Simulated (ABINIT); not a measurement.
# AlBiS3 (Pm-3m): zone-centre phonons, part 2 of 4

Which modes does AlBiS3 (Pm-3m) have at the zone centre?

ABINIT 10.8.3; DFT PBEsol, scalar-relativistic, plane waves, PseudoDojo norm-conserving pseudopotentials.

So far. Step 4 (Relaxing the cell and atoms): The volume changes by +0.9 % in this run and stands -2.7 % from the first cell. The relaxed cell has a = 4.613 Å (conventional setting).

The structure was built from a prototype and need not be the compound's stable phase.

## (6) Zone-centre response

At q = 0 one unit cell holds all displacements. The response is solved for single atoms along the cell's directions, and symmetry skips those that follow from others. The crystal is treated as a metal, which screens a static field, so no field response is asked.

The input, dfpt_gamma.abi:

```

# common to the responses
getwfk_filepath "gso_WFK"
kptopt 2
nqpt 1
qpt 0.0 0.0 0.0
asr 0
chneut 0

# displacements
rfphon 1
rfatpol 1 5
rfdir 1 1 1
tolvrs 1.0d-10
prtwf 0

# basis, mesh and filling
ecut 36.0
ecutsm 3.0
ngkpt 6 6 6
nshiftk 1
shiftk 0.0 0.0 0.0
istwfk *1
occopt 3
tsmear 0.01
nband 26
nstep 100
diemac 1000000.0
prtebands 0
prtgsr 0
useylm 1

# cell and atoms
acell 8.716672424 8.716672424 8.716672424
rprim 
    1.0 0.0 0.0
    0.0 1.0 0.0
    0.0 0.0 1.0
ntypat 3
znucl 83 13 16
natom 5
typat 1 2 3 3 3
xred 
    0.0 0.0 0.0
    0.5 0.5 0.5
    0.5 0.5 0.0
    0.5 0.0 0.5
    0.0 0.5 0.5
pp_dirpath "./pseudo"
pseudos "Bi.upf, Al.upf, S.upf"
```

On the command line:

```
$ OMP_NUM_THREADS=1 mpirun -n 4 abinit dfpt_gamma.abi > dfpt_gamma.log
```

Numbers of over 12 decimals in the logs are rounded to 6 here.

dfpt_gamma.abo, the main output file:

```text
[banners, grids, parts of the stress and lines that vanish by symmetry left out]
- input  file    -> dfpt_gamma.abi
- output file    -> dfpt_gamma.abo
- root for input  files -> dfpt_gammai
- root for output files -> dfpt_gammao

 Symmetries : space group Pm -3 m (#221); Bravais cP (primitive cubic)
================================================================================
 Values of the parameters that define the memory need of the present run (RF).
     intxc =       0      iscf =       7    lmnmax =      18     lnmax =       6
     mgfft =      48  mpssoang =       3    mqgrid =    3001     natom =       5
  nloc_mem =       1    nspden =       1   nspinor =       1    nsppol =       1
      nsym =      48    n1xccc =    2501    ntypat =       3    occopt =       3
   xclevel =       2
-    mband =          26        mffmem =           1         mkmem =          28
-   mkqmem =          28        mk1mem =          28           mpw =        6872
      nfft =      110592          nkpt =         112
- my_mband =          26
================================================================================
================================================================================

--------------------------------------------------------------------------------
------------- Echo of variables that govern the present computation ------------
--------------------------------------------------------------------------------
-
- outvars: echo of selected default values
-   iomode0 =  0 , fftalg0 =312 , wfoptalg0 =  0
-
- outvars: echo of global parameters not present in the input file
-  max_nthreads =    1
-
 -outvars: echo values of preprocessed input variables
 [... echo left out ...]
================================================================================

 chkinp: Checking input parameters for consistency.

[...]
== DATASET  1 ==================================================================
-   mpi_nproc: 4, omp_nthreads: 1 (-1 if OMP is not activated)

--- !DatasetInfo
iteration_state: {dtset: 1, }
dimensions: {natom: 5, nkpt: 112, mband: 26, nsppol: 1, nspinor: 1, nspden: 1, mpw: 6872, }
cutoff_energies: {ecut:  36.0, pawecutdg:  -1.0, }
electrons: {nelect:   3.60000000E+01, charge:   0.00000000E+00, occopt:   3.00000000E+00, tsmear:   1.00000000E-02, }
meta: {optdriver: 1, rfphon: 1, }
...

 mkfilename: getwfk from: gso_WFK

 Real(R)+Recip(G) space primitive vectors, cartesian coordinates (Bohr,Bohr^-1):
 R(1)=  8.7166724  0.0000000  0.0000000  G(1)=  0.1147227  0.0000000  0.0000000
 R(2)=  0.0000000  8.7166724  0.0000000  G(2)=  0.0000000  0.1147227  0.0000000
 R(3)=  0.0000000  0.0000000  8.7166724  G(3)=  0.0000000  0.0000000  0.1147227
 Unit cell volume ucvol=  6.6229607E+02 bohr^3
 Angles (23,13,12)=  9.00000000E+01  9.00000000E+01  9.00000000E+01 degrees
 setup1 : take into account q-point for computing boxcut.

 getcut: wavevector=  0.0000  0.0000  0.0000  ngfft=  48  48  48
         ecut(hartree)=     36.000   => boxcut(ratio)=   2.03880

--- Pseudopotential description ------------------------------------------------
- pspini: atom type   1  psp file is ./pseudo/Bi.upf

- pspini: atom type   2  psp file is ./pseudo/Al.upf

- pspini: atom type   3  psp file is ./pseudo/S.upf

   2.51067929E+03                                ecore*ucvol(ha*bohr**3)
--------------------------------------------------------------------------------

 ==>  initialize data related to q vector <==

 The list of irreducible perturbations for this q vector is:
    1)    idir= 1    ipert=   1
    2)    idir= 1    ipert=   2
    3)    idir= 1    ipert=   3
    4)    idir= 3    ipert=   3

[...]
The perturbation idir=   2  ipert=   1 is
 symmetric of a previously calculated perturbation.
 So, its SCF calculation is not needed.

 The perturbation idir=   3  ipert=   1 is
 symmetric of a previously calculated perturbation.
 So, its SCF calculation is not needed.

 The perturbation idir=   2  ipert=   2 is
 symmetric of a previously calculated perturbation.
 So, its SCF calculation is not needed.

 The perturbation idir=   3  ipert=   2 is
 symmetric of a previously calculated perturbation.
 So, its SCF calculation is not needed.

[...]
The perturbation idir=   2  ipert=   5 is
 symmetric of a previously calculated perturbation.
 So, its SCF calculation is not needed.

 The perturbation idir=   3  ipert=   5 is
 symmetric of a previously calculated perturbation.
 So, its SCF calculation is not needed.

--------------------------------------------------------------------------------
 Perturbation wavevector (in red.coord.)   0.000000  0.000000  0.000000
 Perturbation : displacement of atom   1   along direction   1
 Found     8 symmetries that leave the perturbation invariant.

[...]
dfpt_looppert : total number of electrons, from k and k+q
  fully or partially occupied states are    3.600000E+01 and    3.600000E+01.
 Initialisation of the first-order wave-functions :
  ireadwf=   0

--- !BeginCycle
iteration_state: {dtset: 1, }
solver: {iscf: 7, nstep: 100, nline: 4, wfoptalg: 0, }
tolerances: {tolvrs: 1.00E-10, }
...

     iter   2DEtotal(Ha)        deltaE(Ha) residm    vres2
-ETOT  1   1.042156     -1.846E+04 2.813E+01 4.260E+02
 ETOT  2  -2.436880     -3.479E+00 8.115E-01 2.280E+02
 ETOT  3  -2.518676     -8.180E-02 6.054E-02 5.241E+00
 ETOT  4  -2.519285     -6.094E-04 1.184E-01 1.678E+00
 ETOT  5  -2.519808     -5.223E-04 2.455E-02 3.723E-03
[...]
At SCF step   11       vres2   =  1.89E-11 < tolvrs=  1.00E-10 =>converged.
[...]
Mean square residual over all n,k,spin=   29.421E-07; max=  27.915E-04

 Thirteen components of 2nd-order total energy (hartree) are
 1,2,3: 0th-order hamiltonian combined with 1st-order wavefunctions
     kin0=   2.18133080E+04 eigvalue=   2.42260027E+03  local=  -1.24159388E+04
 4,5,6: 1st-order hamiltonian combined with 1st and 0th-order wfs
 loc psp =  -5.46535758E+03  Hartree=   1.73239908E+03     xc=  -2.76084905E+02
 note that "loc psp" includes a xc core correction that could be resolved
 7,8,9: eventually, occupation + non-local contributions
    edocc=   2.47781423E+01     enl0=   5.16211763E+03   enl1=  -3.14610014E+04
 1-9 gives the relaxation energy (to be shifted if some occ is /=2.0)
   erelax=  -1.84631795E+04
 10,11,12 Non-relaxation  contributions : frozen-wavefunctions and Ewald
 fr.local=   2.45986223E+03 fr.nonlo=   1.57201426E+04  Ewald=   1.51373007E+02
 13,14 Frozen wf xc core corrections (1) and (2)
 frxc 1  =  -6.29609427E+02  frxc 2 =   7.58891222E+02
 Resulting in :
 2DEtotal=   -0.2519808676E+01 Ha. Also 2DEtotal=   -0.685674871610E+02 eV
    (2DErelax=   -1.8463179472E+04 Ha. 2DEnonrelax=    1.8460659663E+04 Ha)
    (  non-var. 2DEtotal :   -2.5198083655E+00 Ha)

[...]
Perturbation wavevector (in red.coord.)   0.000000  0.000000  0.000000
 Perturbation : displacement of atom   2   along direction   1
 Found     8 symmetries that leave the perturbation invariant.

[...]
dfpt_looppert : total number of electrons, from k and k+q
  fully or partially occupied states are    3.600000E+01 and    3.600000E+01.
 Initialisation of the first-order wave-functions :
  ireadwf=   0

--- !BeginCycle
iteration_state: {dtset: 1, }
solver: {iscf: 7, nstep: 100, nline: 4, wfoptalg: 0, }
tolerances: {tolvrs: 1.00E-10, }
...

     iter   2DEtotal(Ha)        deltaE(Ha) residm    vres2
-ETOT  1   8.430253     -4.884E+01 7.243E-01 7.370E+03
[...]
At SCF step   11       vres2   =  2.09E-11 < tolvrs=  1.00E-10 =>converged.
[...]
Mean square residual over all n,k,spin=   26.511E-08; max=  25.150E-05

 Thirteen components of 2nd-order total energy (hartree) are
 1,2,3: 0th-order hamiltonian combined with 1st-order wavefunctions
     kin0=   4.25255916E+01 eigvalue=  -1.23272184E+00  local=  -2.63997945E+01
 4,5,6: 1st-order hamiltonian combined with 1st and 0th-order wfs
 loc psp =  -2.62783389E+01  Hartree=   1.31105107E+01     xc=  -2.91505445E+00
 note that "loc psp" includes a xc core correction that could be resolved
 7,8,9: eventually, occupation + non-local contributions
    edocc=   2.96689736E+00     enl0=   2.26843743E+01   enl1=  -7.52012668E+01
 1-9 gives the relaxation energy (to be shifted if some occ is /=2.0)
   erelax=  -5.07398026E+01
 10,11,12 Non-relaxation  contributions : frozen-wavefunctions and Ewald
 fr.local=  -4.64817192E+01 fr.nonlo=   5.81535814E+01  Ewald=   4.75743736E+01
 13,14 Frozen wf xc core corrections (1) and (2)
 frxc 1  =  -6.20051759E+00  frxc 2 =   4.22055036E+00
 Resulting in :
 2DEtotal=    0.6526465926E+01 Ha. Also 2DEtotal=    0.177594185125E+03 eV
    (2DErelax=   -5.0739802608E+01 Ha. 2DEnonrelax=    5.7266268534E+01 Ha)
    (  non-var. 2DEtotal :    6.5264656694E+00 Ha)

[...]
Perturbation wavevector (in red.coord.)   0.000000  0.000000  0.000000
 Perturbation : displacement of atom   3   along direction   1
 Found     4 symmetries that leave the perturbation invariant.

[...]
dfpt_looppert : total number of electrons, from k and k+q
  fully or partially occupied states are    3.600000E+01 and    3.600000E+01.
 Initialisation of the first-order wave-functions :
  ireadwf=   0

--- !BeginCycle
iteration_state: {dtset: 1, }
solver: {iscf: 7, nstep: 100, nline: 4, wfoptalg: 0, }
tolerances: {tolvrs: 1.00E-10, }
...

     iter   2DEtotal(Ha)        deltaE(Ha) residm    vres2
-ETOT  1 -0.196940     -5.386E+02 2.164E+00 1.757E+03
[...]
At SCF step   11       vres2   =  5.38E-11 < tolvrs=  1.00E-10 =>converged.
[...]
Mean square residual over all n,k,spin=   47.731E-07; max=  62.679E-04

 Thirteen components of 2nd-order total energy (hartree) are
 1,2,3: 0th-order hamiltonian combined with 1st-order wavefunctions
     kin0=   4.76869763E+02 eigvalue=  -1.64278013E+01  local=  -3.32744292E+02
 4,5,6: 1st-order hamiltonian combined with 1st and 0th-order wfs
 loc psp =  -4.11698155E+02  Hartree=   1.51097491E+02     xc=  -4.18952498E+01
 note that "loc psp" includes a xc core correction that could be resolved
 7,8,9: eventually, occupation + non-local contributions
    edocc=   2.51465786E+01     enl0=   2.77372859E+02   enl1=  -6.67140541E+02
 1-9 gives the relaxation energy (to be shifted if some occ is /=2.0)
   erelax=  -5.39419348E+02
 10,11,12 Non-relaxation  contributions : frozen-wavefunctions and Ewald
 fr.local=   1.33780685E+02 fr.nonlo=   3.34937350E+02  Ewald=   8.22874350E+01
 13,14 Frozen wf xc core corrections (1) and (2)
 frxc 1  =  -6.51704858E+01  frxc 2 =   5.25809452E+01
 Resulting in :
 2DEtotal=   -0.1003418372E+01 Ha. Also 2DEtotal=   -0.273044048805E+02 eV
    (2DErelax=   -5.3941934808E+02 Ha. 2DEnonrelax=    5.3841592970E+02 Ha)
    (  non-var. 2DEtotal :   -1.0034184255E+00 Ha)

[...]
Perturbation wavevector (in red.coord.)   0.000000  0.000000  0.000000
 Perturbation : displacement of atom   3   along direction   3
 Found     8 symmetries that leave the perturbation invariant.

--------------------------------------------------------------------------------

--------------------------------------------------------------------------------

 dfpt_looppert : total number of electrons, from k and k+q
  fully or partially occupied states are    3.600000E+01 and    3.600000E+01.
 Initialisation of the first-order wave-functions :
  ireadwf=   0

--- !BeginCycle
iteration_state: {dtset: 1, }
solver: {iscf: 7, nstep: 100, nline: 4, wfoptalg: 0, }
tolerances: {tolvrs: 1.00E-10, }
...

     iter   2DEtotal(Ha)        deltaE(Ha) residm    vres2
-ETOT  1   14.916856957132     -5.623E+02 7.249E+00 9.274E+03
[...]
ETOT 10   11.883020519685      1.717E-11 7.191E-04 2.219E-09
 ETOT 11   11.883020519692      6.253E-12 1.753E-03 9.099E-11

 At SCF step   11       vres2   =  9.10E-11 < tolvrs=  1.00E-10 =>converged.
[...]
Mean square residual over all n,k,spin=   18.407E-07; max=  17.526E-04

 Thirteen components of 2nd-order total energy (hartree) are
 1,2,3: 0th-order hamiltonian combined with 1st-order wavefunctions
     kin0=   4.67438469E+02 eigvalue=  -9.27936766E+00  local=  -3.19673702E+02
 4,5,6: 1st-order hamiltonian combined with 1st and 0th-order wfs
 loc psp =  -4.09304262E+02  Hartree=   1.64848599E+02     xc=  -4.17291140E+01
 note that "loc psp" includes a xc core correction that could be resolved
 7,8,9: eventually, occupation + non-local contributions
    edocc=   4.15734782E+01     enl0=   2.62201390E+02   enl1=  -7.21455243E+02
 1-9 gives the relaxation energy (to be shifted if some occ is /=2.0)
   erelax=  -5.65379753E+02
 10,11,12 Non-relaxation  contributions : frozen-wavefunctions and Ewald
 fr.local=   1.24430790E+02 fr.nonlo=   3.72126726E+02  Ewald=   9.49217131E+01
 13,14 Frozen wf xc core corrections (1) and (2)
 frxc 1  =  -6.46081568E+01  frxc 2 =   5.03917005E+01
 Resulting in :
 2DEtotal=    0.1188302052E+02 Ha. Also 2DEtotal=    0.323353461130E+03 eV
    (2DErelax=   -5.6537975274E+02 Ha. 2DEnonrelax=    5.7726277325E+02 Ha)
    (  non-var. 2DEtotal :    1.1883020459E+01 Ha)

[...]
---- first-order wavefunction calculations are completed ----

 ==> Compute Derivative Database <==

 [... matrices left out ...]
  Phonon wavevector (reduced coordinates) :  0.00000  0.00000  0.00000
 Phonon energies in Hartree :
  -6.210620E-04 -6.210620E-04 -6.210620E-04 -5.439212E-04 -5.439212E-04
  -5.439212E-04 -7.468249E-06 -7.468249E-06 -7.468248E-06  4.734512E-04
   4.734512E-04  4.734512E-04  2.083403E-03  2.083403E-03  2.083403E-03
 Phonon frequencies in cm-1    :
- -1.363074E+02 -1.363074E+02 -1.363074E+02 -1.193769E+02 -1.193769E+02
- -1.193769E+02 -1.639091E+00 -1.639091E+00 -1.639091E+00  1.039105E+02
-  1.039105E+02  1.039105E+02  4.572542E+02  4.572542E+02  4.572542E+02

== END DATASET(S) ==============================================================
================================================================================

 -outvars: echo values of variables after computation
            acell      8.7166724240E+00  8.7166724240E+00  8.7166724240E+00 Bohr
           etotal      1.1883020520E+01
            fcart      0.0000000000E+00  0.0000000000E+00  0.0000000000E+00
           strten      0.0000000000E+00  0.0000000000E+00  0.0000000000E+00
================================================================================
```

The job ended after 5.1 min (4 MPI ranks of Arm Neoverse V1, shared host).

Numbers from this step:

* largest acoustic frequency at the zone centre before the sum rule: -1.64 cm⁻¹
* highest optical zone-centre mode (no LO-TO term): 457.2 cm⁻¹
* lowest optical zone-centre mode: -136.3 cm⁻¹

The acoustic modes at Γ come out as far as 1.6 cm⁻¹ from zero, where they should vanish, a small numerical error. The lowest optical mode is imaginary, 136i cm⁻¹, an instability at this level and on this k mesh.

[end of part 2 of 4]

[Host names and launcher messages were left out of these logs when they were recorded.]

[Logs are printed without paths, hosts, clocks, repeated set-up lines and the standing remarks that a program may print on its own settings, such as how far it seeks lower states.]

[Hosts, paths, dates, database ids (printed as entryN), source tags and the programs' standing remarks are cut or masked in the printed files.]
